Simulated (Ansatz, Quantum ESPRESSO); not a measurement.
# Band line-up of the GaP/MgS(110) superlattice, 5 + 5 layers, a = 5.493 Å, part 2 of 7

Wanted: the band alignment of the GaP/MgS(110) superlattice, 5 + 5 layers, a = 5.493 Å.

Quantum ESPRESSO 7.5; plane-wave DFT, LDA, GBRV ultrasoft pseudopotentials; cross-check by Ansatz 0.2.0 with PAW datasets.

So far. Step 3 (SCF with pw.x of bulk GaP): The run needed 10 iterations to bring the estimated error under 1e-07 Ry.

## 4. Bands along a path of bulk GaP

A bands run reads the converged density and follows the path given under K_POINTS.

a.bands.in

```
&control
  prefix = 'a.bands'
  outdir = './out'
  pseudo_dir = './pseudo'
  calculation = 'bands'
/
&system
  ibrav = 0
  nat = 4
  ntyp = 2
  ecutwfc = 40
  ecutrho = 200
  occupations = 'smearing'
  smearing = 'fd'
  degauss = 0.002
  nbnd = 32
/
&electrons
  conv_thr = 1e-07
  mixing_beta = 0.5
  electron_maxstep = 120
/
ATOMIC_SPECIES
  Ga  69.7230  ga_lda_v1.4.uspp.F.UPF
  P   30.9738  p_lda_v1.5.uspp.F.UPF
CELL_PARAMETERS angstrom
  5.49300000000000 0.00000000000000 0.00000000000000
  0.00000000000000 3.88413754905771 0.00000000000000
  0.00000000000000 0.00000000000000 3.88413754905771
ATOMIC_POSITIONS crystal
  Ga  0.000000000000 0.000000000000 0.000000000000
  P   0.250000000000 0.500000000000 0.000000000000
  Ga  0.500000000000 0.500000000000 0.500000000000
  P   0.750000000000 0.000000000000 0.500000000000
K_POINTS crystal_b
6
  0.0000000000 0.0000000000 0.0000000000 20
  1.0000000000 0.0000000000 0.0000000000 1
  0.0000000000 0.0000000000 0.0000000000 20
  0.5000000000 0.0000000000 0.5000000000 1
  0.0000000000 0.0000000000 0.0000000000 20
  0.0000000000 0.5000000000 0.5000000000 1
```

Started as:

```
$ cp -r out/a.save out/a.bands.save
$ cp out/a.xml out/a.bands.xml
$ OMP_NUM_THREADS=1 mpirun -n 4 pw.x -nk 4 -in a.bands.in > a.bands.out
```

Log:

```text
[banner, memory and clock lines left out]
Program PWSCF v.7.5 starts

          URL

     Atomic positions and unit cell read from directory:
     ./out/a.bands.save/

     Found identity + (  0.5000 -0.5000 -0.5000) symmetry
     This is a supercell, fractional translations are disabled
     Message from routine setup:
     using ibrav=0 with symmetry is DISCOURAGED, use correct ibrav instead

     G-vector sticks info

     bravais-lattice index     =            0
     lattice parameter (alat)  =      10.3803  a.u.
     unit-cell volume          =     559.2364 (a.u.)^3
     number of atoms/cell      =            4
     number of atomic types    =            2
     number of electrons       =        48.00
     number of Kohn-Sham states=           32
     kinetic-energy cutoff     =      40.0000  Ry
     charge density cutoff     =     200.0000  Ry
     Exchange-correlation=  SLA  PZ   NOGX NOGC
                           (   1   1   0   0   0   0   0)

     celldm(1)=  10.380266  celldm(2)=   0.000000  celldm(3)=   0.000000
     celldm(4)=   0.000000  celldm(5)=   0.000000  celldm(6)=   0.000000

     crystal axes: (cart. coord. in units of alat)
               a(1) = (   1.000000   0.000000   0.000000 )
               a(2) = (   0.000000   0.707107   0.000000 )
               a(3) = (   0.000000   0.000000   0.707107 )

     reciprocal axes: (cart. coord. in units 2 pi/alat)
               b(1) = (  1.000000  0.000000  0.000000 )
               b(2) = (  0.000000  1.414214  0.000000 )
               b(3) = (  0.000000  0.000000  1.414214 )

     PseudoPot. # 1 for Ga read from file:
     ./pseudo/ga_lda_v1.4.uspp.F.UPF
     Pseudo is Ultrasoft + core correction, Zval = 19.0
     Generated by new atomic code, or converted to UPF format
     Using radial grid of  871 points,  6 beta functions with:
                l(1) =   0
                l(2) =   0
                l(3) =   1
                l(4) =   1
                l(5) =   2
                l(6) =   2
     Q(r) pseudized with  8 coefficients,  rinner =    1.250   1.250   1.250
                                                       1.250   1.250

     PseudoPot. # 2 for P  read from file:
     ./pseudo/p_lda_v1.5.uspp.F.UPF
     Pseudo is Ultrasoft + core correction, Zval =  5.0
     Generated by new atomic code, or converted to UPF format
     Using radial grid of  903 points,  6 beta functions with:
                l(1) =   0
                l(2) =   0
                l(3) =   1
                l(4) =   1
                l(5) =   2
                l(6) =   2
     Q(r) pseudized with  8 coefficients,  rinner =    1.300   1.300   1.300
                                                       1.300   1.300

     atomic species   valence    mass     pseudopotential
     Ga               19.00    69.72300     Ga( 1.00)
     P                 5.00    30.97380     P ( 1.00)

      8 Sym. Ops. (no inversion) found

   Cartesian axes

     site n.     atom                  positions (alat units)
         1        Ga     tau(   1) = (   0.0000000   0.0000000   0.0000000  )
         2        P      tau(   2) = (   0.2500000   0.3535534   0.0000000  )
         3        Ga     tau(   3) = (   0.5000000   0.3535534   0.3535534  )
         4        P      tau(   4) = (   0.7500000   0.0000000   0.3535534  )

     number of k points=    63  Fermi-Dirac smearing, width (Ry)=  0.0020
                       cart. coord. in units 2pi/alat
        k(    1) = (   0.0000000   0.0000000   0.0000000), wk =   0.0317460
        k(    2) = (   0.0500000   0.0000000   0.0000000), wk =   0.0317460
        k(    3) = (   0.1000000   0.0000000   0.0000000), wk =   0.0317460
        k(    4) = (   0.1500000   0.0000000   0.0000000), wk =   0.0317460
        k(    5) = (   0.2000000   0.0000000   0.0000000), wk =   0.0317460
        k(    6) = (   0.2500000   0.0000000   0.0000000), wk =   0.0317460
        k(    7) = (   0.3000000   0.0000000   0.0000000), wk =   0.0317460
        k(    8) = (   0.3500000   0.0000000   0.0000000), wk =   0.0317460
        k(    9) = (   0.4000000   0.0000000   0.0000000), wk =   0.0317460
        k(   10) = (   0.4500000   0.0000000   0.0000000), wk =   0.0317460
        k(   11) = (   0.5000000   0.0000000   0.0000000), wk =   0.0317460
        k(   12) = (   0.5500000   0.0000000   0.0000000), wk =   0.0317460
        k(   13) = (   0.6000000   0.0000000   0.0000000), wk =   0.0317460
        k(   14) = (   0.6500000   0.0000000   0.0000000), wk =   0.0317460
        k(   15) = (   0.7000000   0.0000000   0.0000000), wk =   0.0317460
        k(   16) = (   0.7500000   0.0000000   0.0000000), wk =   0.0317460
        k(   17) = (   0.8000000   0.0000000   0.0000000), wk =   0.0317460
        k(   18) = (   0.8500000   0.0000000   0.0000000), wk =   0.0317460
        k(   19) = (   0.9000000   0.0000000   0.0000000), wk =   0.0317460
        k(   20) = (   0.9500000   0.0000000   0.0000000), wk =   0.0317460
        k(   21) = (   1.0000000   0.0000000   0.0000000), wk =   0.0317460
        k(   22) = (   0.0000000   0.0000000   0.0000000), wk =   0.0317460
        k(   23) = (   0.0250000   0.0000000   0.0353553), wk =   0.0317460
        k(   24) = (   0.0500000   0.0000000   0.0707107), wk =   0.0317460
        k(   25) = (   0.0750000   0.0000000   0.1060660), wk =   0.0317460
        k(   26) = (   0.1000000   0.0000000   0.1414214), wk =   0.0317460
        k(   27) = (   0.1250000   0.0000000   0.1767767), wk =   0.0317460
        k(   28) = (   0.1500000   0.0000000   0.2121320), wk =   0.0317460
        k(   29) = (   0.1750000   0.0000000   0.2474874), wk =   0.0317460
        k(   30) = (   0.2000000   0.0000000   0.2828427), wk =   0.0317460
        k(   31) = (   0.2250000   0.0000000   0.3181981), wk =   0.0317460
        k(   32) = (   0.2500000   0.0000000   0.3535534), wk =   0.0317460
        k(   33) = (   0.2750000   0.0000000   0.3889087), wk =   0.0317460
        k(   34) = (   0.3000000   0.0000000   0.4242641), wk =   0.0317460
        k(   35) = (   0.3250000   0.0000000   0.4596194), wk =   0.0317460
        k(   36) = (   0.3500000   0.0000000   0.4949747), wk =   0.0317460
        k(   37) = (   0.3750000   0.0000000   0.5303301), wk =   0.0317460
        k(   38) = (   0.4000000   0.0000000   0.5656854), wk =   0.0317460
        k(   39) = (   0.4250000   0.0000000   0.6010408), wk =   0.0317460
        k(   40) = (   0.4500000   0.0000000   0.6363961), wk =   0.0317460
        k(   41) = (   0.4750000   0.0000000   0.6717514), wk =   0.0317460
        k(   42) = (   0.5000000   0.0000000   0.7071068), wk =   0.0317460
        k(   43) = (   0.0000000   0.0000000   0.0000000), wk =   0.0317460
[...]
8.6046   8.6636  11.7805  11.8077  11.8077  11.8325  15.1696  15.1966

          k = 0.5000 0.0000 0.7071 (  2388 PWs)   bands (ev):

   -86.4896 -86.4895 -86.4895 -86.4894 -86.4891 -86.4891  -7.4683  -7.4683
    -7.3729  -7.3729  -7.3729  -7.3728  -7.2956  -7.2955  -7.2955  -7.2954
    -3.1631  -3.1631   0.5870   0.5870   6.0784   6.0784   6.0786   6.0786
     8.5994   8.5995  11.8043  11.8043  11.8044  11.8044  15.1735  15.1735

          k = 0.0000 0.0000 0.0000 (  2429 PWs)   bands (ev):

   -86.4902 -86.4900 -86.4900 -86.4895 -86.4895 -86.4889  -7.5027  -7.3961
    -7.3961  -7.3960  -7.3354  -7.3354  -7.3353  -7.3024  -7.3022  -7.2820
    -5.1783  -2.2736   0.4264   4.5463   4.5463   7.1741   7.1745   7.1745
     8.5852   8.7181   8.8697  10.9668  10.9668  10.9668  15.5523  16.8733

          k = 0.0000 0.0354 0.0354 (  2423 PWs)   bands (ev):

   -86.4902 -86.4900 -86.4900 -86.4894 -86.4894 -86.4889  -7.5023  -7.3970
    -7.3958  -7.3956  -7.3365  -7.3359  -7.3339  -7.3025  -7.3022  -7.2822
    -5.1677  -2.2716   0.4306   4.5201   4.5237   7.0444   7.1420   7.1423
     8.7117   8.7689   8.9209  10.9331  11.0105  11.0105  15.6109  16.7523

          k = 0.0000 0.0707 0.0707 (  2427 PWs)   bands (ev):

   -86.4901 -86.4900 -86.4898 -86.4896 -86.4895 -86.4890  -7.5012  -7.3996
    -7.3947  -7.3946  -7.3376  -7.3374  -7.3322  -7.3028  -7.3019  -7.2828
    -5.1358  -2.2656   0.4430   4.4461   4.4598   6.7402   7.0500   7.0503
     8.9169   9.0032   9.0699  10.8386  11.1369  11.1369  15.7800  16.4430

          k = 0.0000 0.1061 0.1061 (  2423 PWs)   bands (ev):

   -86.4901 -86.4899 -86.4896 -86.4896 -86.4895 -86.4891  -7.4993  -7.4037
    -7.3929  -7.3928  -7.3402  -7.3382  -7.3303  -7.3035  -7.3013  -7.2838
    -5.0830  -2.2562   0.4627   4.3361   4.3656   6.3644   6.9099   6.9102
     9.1512   9.3049   9.3495  10.7007  11.3344  11.3345  15.9723  16.1113

          k = 0.0000 0.1414 0.1414 (  2413 PWs)   bands (ev):

   -86.4900 -86.4899 -86.4895 -86.4895 -86.4894 -86.4891  -7.4969  -7.4093
    -7.3905  -7.3904  -7.3435  -7.3388  -7.3281  -7.3046  -7.3004  -7.2852
    -5.0094  -2.2443   0.4883   4.2051   4.2547   5.9602   6.7355   6.7358
     9.4581   9.6112   9.6862  10.5493  11.5890  11.5891  15.5849  15.9538

          k = 0.0000 0.1768 0.1768 (  2403 PWs)   bands (ev):

   -86.4899 -86.4897 -86.4895 -86.4894 -86.4893 -86.4892  -7.4941  -7.4159
    -7.3875  -7.3874  -7.3473  -7.3392  -7.3257  -7.3060  -7.2994  -7.2868
    -4.9156  -2.2309   0.5177   4.0680   4.1400   5.5441   6.5397   6.5400
     9.8236   9.9239   9.9739  10.4595  11.8876  11.8877  15.1741  15.4227

          k = 0.0000 0.2121 0.2121 (  2387 PWs)   bands (ev):

   -86.4897 -86.4896 -86.4895 -86.4892 -86.4892 -86.4891  -7.4912  -7.4233
    -7.3840  -7.3839  -7.3512  -7.3395  -7.3233  -7.3077  -7.2981  -7.2886
    -4.8021  -2.2174   0.5483   3.9375   4.0325   5.1233   6.3330   6.3332
     9.9152  10.2349  10.3789  10.5629  12.2196  12.2197  14.8244  14.8787

          k = 0.0000 0.2475 0.2475 (  2385 PWs)   bands (ev):

   -86.4897 -86.4895 -86.4894 -86.4893 -86.4892 -86.4891  -7.4884  -7.4313
    -7.3800  -7.3799  -7.3549  -7.3398  -7.3209  -7.3097  -7.2968  -7.2905
    -4.6694  -2.2051   0.5771   3.8243   3.9408   4.7012   6.1231   6.1233
     9.7612  10.6781  10.7347  10.8115  12.5772  12.5773  14.3332  14.3377

          k = 0.0000 0.2828 0.2828 (  2397 PWs)   bands (ev):

   -86.4897 -86.4896 -86.4895 -86.4895 -86.4893 -86.4893  -7.4861  -7.4396
    -7.3757  -7.3756  -7.3580  -7.3399  -7.3188  -7.3120  -7.2953  -7.2923
    -4.5184  -2.1953   0.6007   3.7369   3.8710   4.2799   5.9159   5.9162
     9.5799  10.8314  11.1330  11.2497  12.9544  12.9545  13.7713  13.8218

          k = 0.0000 0.3182 0.3182 (  2390 PWs)   bands (ev):

   -86.4896 -86.4895 -86.4894 -86.4894 -86.4893 -86.4892  -7.4845  -7.4480
    -7.3712  -7.3710  -7.3601  -7.3400  -7.3173  -7.3144  -7.2938  -7.2935
    -4.3500  -2.1890   0.6164   3.6818   3.8275   3.8610   5.7158   5.7160
     9.4010  10.8133  11.5490  11.6416  13.2907  13.3469  13.3470  13.3832

          k = 0.0000 0.3536 0.3536 (  2374 PWs)   bands (ev):

   -86.4896 -86.4895 -86.4893 -86.4892 -86.4891 -86.4890  -7.4839  -7.4562
    -7.3664  -7.3663  -7.3607  -7.3400  -7.3170  -7.3167  -7.2940  -7.2922
    -4.1651  -2.1868   0.6219   3.4459   3.6629   3.8127   5.5260   5.5262
     9.2343  10.6904  11.7552  11.8292  13.0629  13.1801  13.7514  13.7515

          k = 0.0000 0.3889 0.3889 (  2386 PWs)   bands (ev):

   -86.4896 -86.4895 -86.4895 -86.4894 -86.4892 -86.4891  -7.4845  -7.4642
    -7.3617  -7.3616  -7.3600  -7.3400  -7.3197  -7.3173  -7.2935  -7.2906
    -3.9653  -2.1890   0.6164   3.0363   3.6818   3.8275   5.3490   5.3492
     9.0844  10.4964  11.5491  11.6415  13.2906  13.3833  14.1655  14.1656

          k = 0.0000 0.4243 0.4243 (  2404 PWs)   bands (ev):

   -86.4898 -86.4897 -86.4896 -86.4895 -86.4894 -86.4891  -7.4861  -7.4716
    -7.3580  -7.3570  -7.3569  -7.3399  -7.3224  -7.3188  -7.2923  -7.2891
    -3.7522  -2.1953   0.6008   2.6340   3.7368   3.8710   5.1866   5.1869
     8.9542  10.2657  11.1332  11.2497  13.7712  13.8218  14.5871  14.5872

          k = 0.0000 0.4596 0.4596 (  2404 PWs)   bands (ev):

   -86.4899 -86.4897 -86.4896 -86.4896 -86.4892 -86.4890  -7.4884  -7.4785
    -7.3549  -7.3526  -7.3525  -7.3397  -7.3251  -7.3208  -7.2906  -7.2876
    -3.5283  -2.2051   0.5771   2.2419   3.8242   3.9408   5.0405   5.0408
     8.8456  10.0235  10.6782  10.8114  14.3331  14.3378  15.0141  15.0142

          k = 0.0000 0.4950 0.4950 (  2394 PWs)   bands (ev):

   -86.4898 -86.4896 -86.4896 -86.4893 -86.4892 -86.4890  -7.4913  -7.4847
    -7.3512  -7.3484  -7.3483  -7.3395  -7.3275  -7.3232  -7.2887  -7.2863
    -3.2969  -2.2174   0.5484   1.8636   3.9374   4.0325   4.9118   4.9121
     8.7601   9.7861  10.2350  10.3789  14.8788  14.9237  15.4442  15.4443

          k = 0.0000 0.5303 0.5303 (  2394 PWs)   bands (ev):

   -86.4897 -86.4896 -86.4895 -86.4893 -86.4892 -86.4890  -7.4942  -7.4901
    -7.3472  -7.3447  -7.3445  -7.3392  -7.3297  -7.3256  -7.2869  -7.2851
    -3.0631  -2.2309   0.5178   1.5045   4.0678   4.1400   4.8015   4.8018
     8.6985   9.5634   9.8238   9.9739  15.4228  15.5189  15.8737  15.8738

          k = 0.0000 0.5657 0.5657 (  2384 PWs)   bands (ev):

   -86.4897 -86.4895 -86.4894 -86.4894 -86.4891 -86.4890  -7.4970  -7.4945
    -7.3434  -7.3414  -7.3413  -7.3387  -7.3316  -7.3280  -7.2853  -7.2840
    -2.8342  -2.2443   0.4884   1.1723   4.2050   4.2547   4.7103   4.7106
     8.6617   9.3616   9.4582   9.6112  15.9539  16.0961  16.2962  16.2963

          k = 0.0000 0.6010 0.6010 (  2386 PWs)   bands (ev):

   -86.4897 -86.4895 -86.4895 -86.4894 -86.4891 -86.4890  -7.4994  -7.4981
    -7.3401  -7.3389  -7.3387  -7.3382  -7.3331  -7.3302  -7.2840  -7.2832
    -2.6215  -2.2562   0.4628   0.8789   4.3359   4.3656   4.6388   4.6390
     8.6497   9.1513   9.1846   9.3049  16.4557  16.6240  16.6998  16.6999

          k = 0.0000 0.6364 0.6364 (  2382 PWs)   bands (ev):

   -86.4897 -86.4895 -86.4895 -86.4894 -86.4891 -86.4888  -7.5013  -7.5007
    -7.3375  -7.3374  -7.3370  -7.3368  -7.3343  -7.3322  -7.2830  -7.2826
    -2.4420  -2.2656   0.4431   0.6414   4.4458   4.4598   4.5874   4.5877
     8.6619   8.9170   9.0360   9.0699  16.9059  17.0561  17.0602  17.0603

          k = 0.0000 0.6718 0.6718 (  2362 PWs)   bands (ev):

   -86.4895 -86.4894 -86.4894 -86.4893 -86.4890 -86.4887  -7.5024  -7.5022
    -7.3364  -7.3358  -7.3358  -7.3356  -7.3350  -7.3338  -7.2823  -7.2822
    -2.3183  -2.2716   0.4308   0.4828   4.5199   4.5237   4.5565   4.5567
     8.6935   8.7690   8.9209   8.9220  17.2667  17.3296  17.3297  17.3378

          k = 0.0000 0.7071 0.7071 (  2372 PWs)   bands (ev):

   -86.4897 -86.4896 -86.4895 -86.4895 -86.4887 -86.4887  -7.5028  -7.5028
    -7.3354  -7.3354  -7.3353  -7.3352  -7.3352  -7.3351  -7.2822  -7.2821
    -2.2737  -2.2737   0.4265   0.4265   4.5461   4.5461   4.5464   4.5464
     8.7182   8.7182   8.8697   8.8697  17.4342  17.4342  17.4342  17.4342

     XML data file, pseudopotentials, collected wavefunctions

                                        0.00s GPU  (    1089 calls)
```

It took 24 s on 4 MPI ranks of AMD EPYC 7R32 (Zen 2), shared host; peak memory 0.32 GiB.

Read from the output:

```
valence top, on the run's zero       : 7.174 eV
conduction bottom, on the run's zero : 8.585 eV
gap by band count                    : 1.411 eV
```

Band numbers count within the set of bands kept for display; the cell holds two formula units, so the X point along 001 folds onto the zone centre. Electronic bands along the path, in eV, zero at the Fermi level, which the smearing puts inside the gap; v1 is the highest filled band, c1 the lowest empty one:

```csv
point,v4,v3,v2,v1,c1,c2,c3,c4
L,-1.83,-1.83,-1.83,-1.83,0.69,0.69,3.89,3.89
halfway,-3.93,-2.73,-1.39,-1.39,1.16,1.59,3.90,3.90
Γ,-3.37,-0.74,-0.74,-0.74,0.67,0.81,0.96,3.05
halfway,-4.25,-4.10,-2.39,-2.39,1.32,2.78,3.84,3.92
X,-3.37,-3.37,-3.37,-3.37,0.81,0.81,0.96,0.96
```

## 5. Electrostatic potential of bulk GaP

plot_num = 11 writes the bare and Hartree potential, whose mean serves as the common reference.

a.pot.in

```
&inputpp
  prefix = 'a'
  outdir = './out'
  filplot = 'a.pot.dat'
  plot_num = 11
/
```

Started as:

```
$ OMP_NUM_THREADS=1 mpirun -n 4 pp.x -in a.pot.in > a.pot.out
```

Log:

```text
[banner, memory and clock lines left out]
Program POST-PROC v.7.5 starts

          URL

     ./out/a.save/

     IMPORTANT: XC functional enforced from input :
     Exchange-correlation= PZ
                           (   1   1   0   0   0   0   0)
     Any further DFT definition will be discarded
     Please, verify this is what you really want

     Check: negative core charge=   -0.000001

     Calling punch_plot, plot_num =  11
     Writing data to file  a.pot.dat
     Message from routine chdens:
     namelist plot not found or invalid, exiting
```

The job ended after 1.4 s (4 MPI ranks; peak memory 0.09 GiB; 4.6 s of CPU time).

Electrostatic potential energy of an electron; zero at the Fermi level, which the smearing puts inside the gap. Table of potential energy, planar mean by z:

```csv
z (Å),"potential energy, planar mean (eV)"
0.00,-10.1
0.11,-9.76
0.22,-8.85
0.43,-5.74
0.54,-3.94
0.65,-2.35
0.76,-1.17
0.86,-0.491
1.08,-0.491
1.19,-1.17
1.29,-2.35
1.40,-3.94
1.51,-5.74
1.73,-8.85
1.83,-9.76
1.94,-10.1
2.05,-9.76
2.27,-7.45
2.37,-5.74
2.48,-3.94
2.59,-2.35
2.70,-1.17
2.91,-0.274
3.02,-0.491
3.13,-1.17
3.24,-2.35
3.34,-3.94
3.56,-7.45
3.67,-8.85
3.78,-9.76
```

## 6. Macroscopic average of bulk GaP

average.x takes the planar mean and smooths it over a window of one repeat.

a.avg.in

```
1
a.pot.dat
1.0
40
3
7.3399561981
```

Started as:

```
$ OMP_NUM_THREADS=1 average.x < a.avg.in > a.avg.out
```

Log:

```text
[banner, memory and clock lines left out]
Program AVERAGE v.7.5 starts

          URL

     Reading header from file  a.pot.dat
     Reading data from file  a.pot.dat
     Output written to file avg.dat

[...]
```

The job ended after 0.8 s (1 MPI rank; peak memory 0.1 GiB).

This step gave:

- average.x's running mean over the crystal, on the run's own zero: 2.921 eV
- mean potential by an exact Fourier window over the crystal, on the run's own zero: 2.921 eV

Electrostatic potential energy of an electron; zero at the Fermi level, which the smearing puts inside the gap; window 3.8841 Å. The potential energy, running mean stays at -4.99 eV for z from 0 to 3.79 Å.

(Continued in part 3 of 7.)

[Logs are printed without paths, hosts, clocks, repeated set-up lines and the standing remarks that a program may print on its own settings, such as how far it seeks lower states.]

[Hosts, paths, dates, database ids (printed as entryN), source tags and the programs' standing remarks are cut or masked in the printed files.]

[Maps of the electrostatic potential energy from Ansatz leave out the sawtooth potential of an applied field or a dipole correction, so their vacuum need not be flat; planar profiles and work functions include it.]
